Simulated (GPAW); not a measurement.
# Work function of WSi2As4 monolayer at several levels, part 2 of 2

Aim: the work function of both faces of WSi2As4 monolayer, and its spread over functionals and bases. Where a layer proves gapped, the work function hangs on where the smearing puts the Fermi level, and the band edges take its place.

GPAW 26.7.0; GPAW, PAW setups; layer in a repeated cell with vacuum, relaxation of atoms and in-plane cell (the session's first sound run).

So far, upper work function (eV): step 3 (the slab's potential, PBE, GPAW) 4.44; step 4 (LDA) 4.72; step 5 (revPBE) 4.34; step 6 (GPAW, PAW setups) 4.66.

## (7) Self-consistent run: xc = "RPBE"

Level of this step: GPAW, PAW setups; slab in vacuum (GPAW).

The same geometry under RPBE, to see how far the functional moves the levels against the vacuum.

run.py

```python
import json
import numpy as np
from ase import Atoms
from gpaw import GPAW, PW

slab = Atoms(
    ['As', 'Si', 'As', 'W', 'As', 'Si', 'As'],
    positions=[
        [-0.00000, 0.00000, 9.00000],
        [-0.00000, 2.08655, 10.12545],
        [-0.00000, 2.08655, 12.50330],
        [-0.00000, 0.00000, 13.99987],
        [-0.00000, 2.08655, 15.49644],
        [-0.00000, 2.08655, 17.87429],
        [-0.00000, 0.00000, 18.99974]],
    cell=[[3.61402, 0.0, 0.0], [-1.80701, 3.12983, 0.0], [0.0, 0.0, 27.9997]],
    pbc=[True, True, False])

slab.calc = GPAW(mode=PW(400), xc='RPBE', kpts={'size': (9, 9, 1), 'gamma': True},
                 occupations={'name': 'fermi-dirac', 'width': 0.05}, nbands='200%',
                 convergence={'density': 1e-05}, maxiter=200,
                 poissonsolver={'dipolelayer': 'xy'},
                 symmetry={'tolerance': 1e-3}, txt='slab.txt')
result = {}
energy = slab.get_potential_energy()
fermi = slab.calc.get_fermi_level()
v = slab.calc.get_electrostatic_potential().mean((0, 1)) - fermi
n = slab.calc.get_pseudo_density().mean((0, 1))
L = slab.cell[2, 2]
z = np.arange(len(v)) * L / len(v)
low, high = slab.positions[:, 2].min(), slab.positions[:, 2].max()
below, above = np.interp([low - 6.8, high + 6.8], z, v)
slopes = [np.interp(x, z, np.gradient(v, z)) for x in (low - 6.8, high + 6.8)]
eps = np.array([[slab.calc.get_eigenvalues(k, s) for k in range(len(slab.calc.get_ibz_k_points()))]
                for s in range(slab.calc.get_number_of_spins())]) - fermi
top, bottom = eps[eps < 0].max(), eps[eps > 0].min()
dipole = slab.get_dipole_moment()[2]
print(f'energy {energy:.4f} eV, Fermi level {fermi:.4f} eV, dipole {dipole:.5f} e A')
print(f'potential 6.8 A off the faces, from the Fermi level: lower {below:.4f} eV, upper {above:.4f} eV')
print(f'slope of the potential there: lower {slopes[0]:.5f}, upper {slopes[1]:.5f} eV/A')
print(f'nearest levels on the mesh: {top:.4f} and {bottom:.4f} eV')
print('magnetic moment', round(slab.get_magnetic_moment(), 3))
result.update(energy=energy, fermi=fermi, dipole=dipole, below=below, above=above, slopes=slopes, edges=[top, bottom],
              z=z.tolist(), v=v.tolist(), n=n.tolist(), positions=slab.positions.tolist(),
              forces=slab.get_forces(apply_constraint=False).tolist(), moments=slab.get_magnetic_moments().tolist())
json.dump(result, open('result.json', 'w'))
```

On the command line:

```
$ OMP_NUM_THREADS=1 OPENBLAS_NUM_THREADS=1 python run.py
```

The program printed:

```text
energy -38.7782 eV, Fermi level 0.9322 eV, dipole 0.00072 e A
potential 6.8 A off the faces, from the Fermi level: lower 4.3454 eV, upper 4.3317 eV
slope of the potential there: lower -0.00004, upper 0.00004 eV/A
nearest levels on the mesh: -0.3495 and 0.3588 eV
magnetic moment 0.0
```

Elapsed: 95 s, on 1 thread of Arm Neoverse V1, shared host; peak memory 0.27 GiB.

Numbers from this step:

```
levels nearest the Fermi level on the mesh : -0.3495, 0.3588 eV from the Fermi level
upper work function                        : 4.332 eV
lower work function                        : 4.345 eV
upper ionisation energy                    : 4.681 eV
```

The electrostatic potential energy of an electron (without an applied field's), less the Fermi level, planar mean oscillates, so the rows of the table below give means over windows of 1 Å about each position, cut where the curve ends. Its maxima inside the range that stand out by 2 % of the span (Å: eV): 9.6: -10.0, 11.3: 1.36, 13.2: -6.68, 14.8: -6.68, 16.7: 1.35, 18.4: -10.0. Its minima: 9.0: -15.2, 10.1: -12.1, 12.5: -13.7, 14.0: -18.3, 15.5: -13.7, 17.9: -12.1, 19.0: -15.2.

The electrostatic potential energy of an electron (without an applied field's), less the Fermi level, planar mean by z; means over each step:

z (Å), electrostatic potential energy of an electron (without an applied field's), less the Fermi level, planar mean (eV) and a bar from the least value:
```
        0        4.3 ##############################
        1        4.3 ##############################
        2        4.3 ##############################
        3        4.3 ##############################
        4        4.3 ##############################
        5        4.3 ##############################
        6        4.3 ##############################
        7        4.1 ##############################
        8        0.9 #########################
        9      -12.1 #####
       10      -10.6 #######
       11       -1.0 ######################
       12       -5.7 ###############
       13       -9.4 #########
       14      -15.1 
       15       -9.4 #########
       16       -5.7 ###############
       17       -1.0 ######################
       18      -10.6 #######
       19      -12.1 #####
       20        0.9 #########################
       21        4.1 ##############################
       22        4.3 ##############################
       23        4.3 ##############################
       24        4.3 ##############################
       25        4.3 ##############################
       26        4.3 ##############################
       27        4.3 ##############################
```

The highest filled level lies 0.350 eV under the Fermi level, so the ionisation energy from the upper face is 4.332 + 0.350 = 4.681 eV, against 4.791 eV in the base run.

## (8) Self-consistent run: xc = "vdW-DF2"

The same geometry under vdW-DF2, to see how far the functional moves the levels against the vacuum (the van der Waals functionals take revPBE setups).

Changes to run.py since step 7:

```diff
@@ -18,3 +18,3 @@
 
-slab.calc = GPAW(mode=PW(400), xc='RPBE', kpts={'size': (9, 9, 1), 'gamma': True},
+slab.calc = GPAW(mode=PW(400), xc='vdW-DF2', kpts={'size': (9, 9, 1), 'gamma': True},
                  occupations={'name': 'fermi-dirac', 'width': 0.05}, nbands='200%',
```

The program printed:

```text
energy -492.9988 eV, Fermi level 0.6091 eV, dipole 0.00072 e A
potential 6.8 A off the faces, from the Fermi level: lower 4.8709 eV, upper 4.8572 eV
slope of the potential there: lower -0.00037, upper 0.00037 eV/A
nearest levels on the mesh: -0.2875 and 0.2583 eV
magnetic moment 0.0
```

Run time: 2.3 min. Hardware: 1 thread; peak memory 0.49 GiB.

Numbers from this step:

- dipole along the normal: 7.21e-4 e·Å
- levels nearest the Fermi level on the mesh: -0.2875, 0.2583 eV from the Fermi level
- upper work function: 4.857 eV
- lower work function: 4.871 eV
- upper ionisation energy: 5.145 eV

The highest filled level lies 0.288 eV under the Fermi level, so the ionisation energy from the upper face is 4.857 + 0.288 = 5.145 eV, against 4.791 eV in the base run.

## (9) Real-space grid: mode = "fd"

A real-space grid is a second complete basis, so it checks the plane-wave result.

Changes to run.py since step 8:

```diff
@@ -3,3 +3,3 @@
 from ase import Atoms
-from gpaw import GPAW, PW
+from gpaw import GPAW
 
@@ -18,3 +18,3 @@
 
-slab.calc = GPAW(mode=PW(400), xc='vdW-DF2', kpts={'size': (9, 9, 1), 'gamma': True},
+slab.calc = GPAW(mode='fd', h=0.18, xc='PBE', kpts={'size': (9, 9, 1), 'gamma': True},
                  occupations={'name': 'fermi-dirac', 'width': 0.05}, nbands='200%',
```

The program printed:

```text
energy -41.2806 eV, Fermi level -4.4487 eV, dipole 0.00086 e A
potential 6.8 A off the faces, from the Fermi level: lower 4.4555 eV, upper 4.4419 eV
slope of the potential there: lower -0.00000, upper 0.00000 eV/A
nearest levels on the mesh: -0.3509 and 0.3609 eV
magnetic moment 0.0
```

Elapsed: 3.5 min, on 1 thread; peak memory 0.73 GiB.

This step gave:

| Property | Result |
| --- | --- |
| dipole along the normal | 8.58e-4 e·Å |
| levels nearest the Fermi level on the mesh | -0.3509, 0.3609 eV from the Fermi level |
| upper work function | 4.442 eV |
| lower work function | 4.456 eV |
| upper ionisation energy | 4.793 eV |

The electrostatic potential energy of an electron (without an applied field's), less the Fermi level, planar mean oscillates, so the rows of the table below give means over windows of 1 Å about each position, cut where the curve ends. Its maxima inside the range that stand out by 2 % of the span (Å: eV): 9.6: -9.92, 11.3: 1.48, 13.2: -6.59, 14.8: -6.59, 16.7: 1.47, 18.4: -9.93. Its minima: 9.1: -15.1, 10.1: -12.0, 12.5: -13.5, 14.0: -18.2, 15.5: -13.5, 17.9: -12.0, 18.9: -15.1.

Electrostatic potential energy of an electron (without an applied field's), less the Fermi level, planar mean against z; means over each step:

```tsv
z (Å)	electrostatic potential energy of an electron (without an applied field's), less the Fermi level, planar mean (eV)
0	4.45
1	4.46
2	4.46
3	4.46
4	4.46
5	4.45
6	4.44
7	4.24
8	1.00
9	-11.9
10	-10.4
11	-0.934
12	-5.53
13	-9.33
14	-15.0
15	-9.34
16	-5.53
17	-0.874
18	-10.5
19	-12.0
20	0.990
21	4.23
22	4.43
23	4.44
24	4.44
25	4.44
26	4.44
27	4.44
```

The highest filled level lies 0.351 eV under the Fermi level, so the ionisation energy from the upper face is 4.442 + 0.351 = 4.793 eV, against 4.791 eV in the base run.

## (10) Atomic orbitals: mode = "lcao"

Atom-centred orbitals end a few angstrom from the surface, which tests how much the density's tail matters.

Changes to run.py since step 9:

```diff
@@ -18,4 +18,4 @@
 
-slab.calc = GPAW(mode='fd', h=0.18, xc='PBE', kpts={'size': (9, 9, 1), 'gamma': True},
-                 occupations={'name': 'fermi-dirac', 'width': 0.05}, nbands='200%',
+slab.calc = GPAW(mode='lcao', basis='dzp', h=0.18, xc='PBE', kpts={'size': (9, 9, 1), 'gamma': True},
+                 occupations={'name': 'fermi-dirac', 'width': 0.05}, nbands='120%',
                  convergence={'density': 1e-05}, maxiter=200,
```

The program printed:

```text
energy -40.2136 eV, Fermi level -4.2238 eV, dipole 0.00086 e A
potential 6.8 A off the faces, from the Fermi level: lower 4.2307 eV, upper 4.2170 eV
slope of the potential there: lower -0.00000, upper -0.00000 eV/A
nearest levels on the mesh: -0.3581 and 0.3761 eV
magnetic moment 0.0
```

It took 1.8 min on 1 thread; peak memory 0.34 GiB.

Numbers from this step:

```
dipole along the normal                    : 8.59e-4 e·Å
levels nearest the Fermi level on the mesh : -0.3581, 0.3761 eV from the Fermi level
upper work function                        : 4.217 eV
lower work function                        : 4.231 eV
upper ionisation energy                    : 4.575 eV
```

The highest filled level lies 0.358 eV under the Fermi level, so the ionisation energy from the upper face is 4.217 + 0.358 = 4.575 eV, against 4.791 eV in the base run.

## (11) The ladder

Times are for 1 thread of Arm Neoverse V1, shared host. The runs compared:

```tsv
no.	run	upper ionisation energy (eV)	time	memory (GiB)
1	pw	4.791	96 s	0.27
2	LDA	5.069	90 s	0.27
3	revPBE	4.686	95 s	0.27
4	optPBE vdW	5.019	1.9 min	0.49
5	RPBE	4.681	95 s	0.27
6	vdW DF2	5.145	2.3 min	0.49
7	fd	4.793	3.5 min	0.73
8	lcao	4.575	1.8 min	0.34
```

## (12) Side by side

Results and costs are gathered.

This step: comparison of work functions, dipole and cost (GPAW 26.7.0).

Ladder, by row:

```tsv
step	code	work function, upper (eV)	work function, lower (eV)	dipole (e Å)	wall time (s)	peak memory (GiB)	threads
pw	GPAW	4.44	4.454	7.19e-4	95.73	0.27	1
LDA	GPAW	4.717	4.731	7.17e-4	90.06	0.27	1
revPBE	GPAW	4.336	4.349	7.19e-4	95.41	0.27	1
optPBE-vdW	GPAW	4.663	4.677	7.19e-4	112.7	0.49	1
RPBE	GPAW	4.332	4.345	7.19e-4	95.42	0.27	1
vdW-DF2	GPAW	4.857	4.871	7.21e-4	139.4	0.49	1
fd	GPAW	4.442	4.456	8.58e-4	212.5	0.73	1
lcao	GPAW	4.217	4.231	8.59e-4	106.5	0.34	1
```

## (13) A changed run

One more run, with changed settings.

This step: GPAW, PAW setups; slab in vacuum (GPAW 26.7.0).

Changes to run.py since step 10:

```diff
@@ -3,3 +3,4 @@
 from ase import Atoms
-from gpaw import GPAW
+from gpaw import GPAW, PW
+from gpaw.external import ConstantElectricField
 
@@ -18,6 +19,7 @@
 
-slab.calc = GPAW(mode='lcao', basis='dzp', h=0.18, xc='PBE', kpts={'size': (9, 9, 1), 'gamma': True},
-                 occupations={'name': 'fermi-dirac', 'width': 0.05}, nbands='120%',
-                 convergence={'density': 1e-05}, maxiter=200,
+slab.calc = GPAW(mode=PW(400), xc='PBE', kpts={'size': (9, 9, 1), 'gamma': True},
+                 occupations={'name': 'fermi-dirac', 'width': 0.05}, nbands='200%',
+                 convergence={'density': 1e-05}, maxiter=100,
                  poissonsolver={'dipolelayer': 'xy'},
+                 external=ConstantElectricField(1.5, [0, 0, 1]),
                  symmetry={'tolerance': 1e-3}, txt='slab.txt')
```

The program printed:

```text
energy -42.2346 eV, Fermi level -0.6444 eV, dipole 1.47206 e A
potential 6.8 A off the faces, from the Fermi level: lower 19.0123 eV, upper -3.9652 eV
slope of the potential there: lower -0.64131, upper 0.01757 eV/A
nearest levels on the mesh: -0.0581 and 0.0392 eV
magnetic moment 0.0
```

It took 8 min on 1 thread; peak memory 0.47 GiB.

The run finished. A setting was moved off its sound value on purpose, so it serves as a test and not as the result.

The fault put into the input: a field far too strong (field = 1.5).

Side by side:

```tsv
quantity	this run	sound run	difference
dipole along the normal (e·Å)	1.4721	7.187e-4	1.47
```

One result that differs is the dipole along the normal, 1.47 e·Å against 7.2e-4 e·Å.

## (14) Results

| Item | Value |
| --- | --- |
| work function, upper and lower face (Fermi level placed in the gap by the smearing) | 4.440 and 4.454 eV |
| ionisation energy from the upper face (highest filled level on the mesh) | 4.79 eV |
| electron affinity from the upper face (lowest empty Kohn-Sham level on the mesh) | 4.08 eV |
| dipole along the normal | 7.2e-4 e Å |

In words: With plane waves and PBE the ionisation energy from the upper face is 4.79 eV and the Kohn-Sham electron affinity 4.08 eV. The levels nearest the Fermi level on the mesh lie 0.711 eV apart, so the slab is gapped there: the smearing puts the Fermi level inside the gap, and from either face the ionisation energy is the work function plus 0.35 eV. Both are Kohn-Sham levels on the mesh, and semilocal gaps are too small, so the affinity tends to come out too large and the ionisation energy too small. Work functions of a gapped slab move with the place of the Fermi level in the gap; over the runs without a planted fault the highest filled level on the mesh lies 4.58 (lcao) to 5.14 eV (vdW-DF2) under the upper vacuum level. With elements this heavy, spin-orbit coupling can move band edges by tenths of an eV. The small printed dipole stands for a step of -11 meV from the lower to the upper face, and the probes find -14 meV; values this small are near the numerical noise of both. The layer's cell and atoms come from the relaxation; spin-orbit coupling and temperature are left out.

[Logs are printed without paths, hosts, clocks, repeated set-up lines and the standing remarks that a program may print on its own settings, such as how far it seeks lower states.]

[Hosts, paths, dates, database ids (printed as entryN), source tags and the programs' standing remarks are cut or masked in the printed files.]
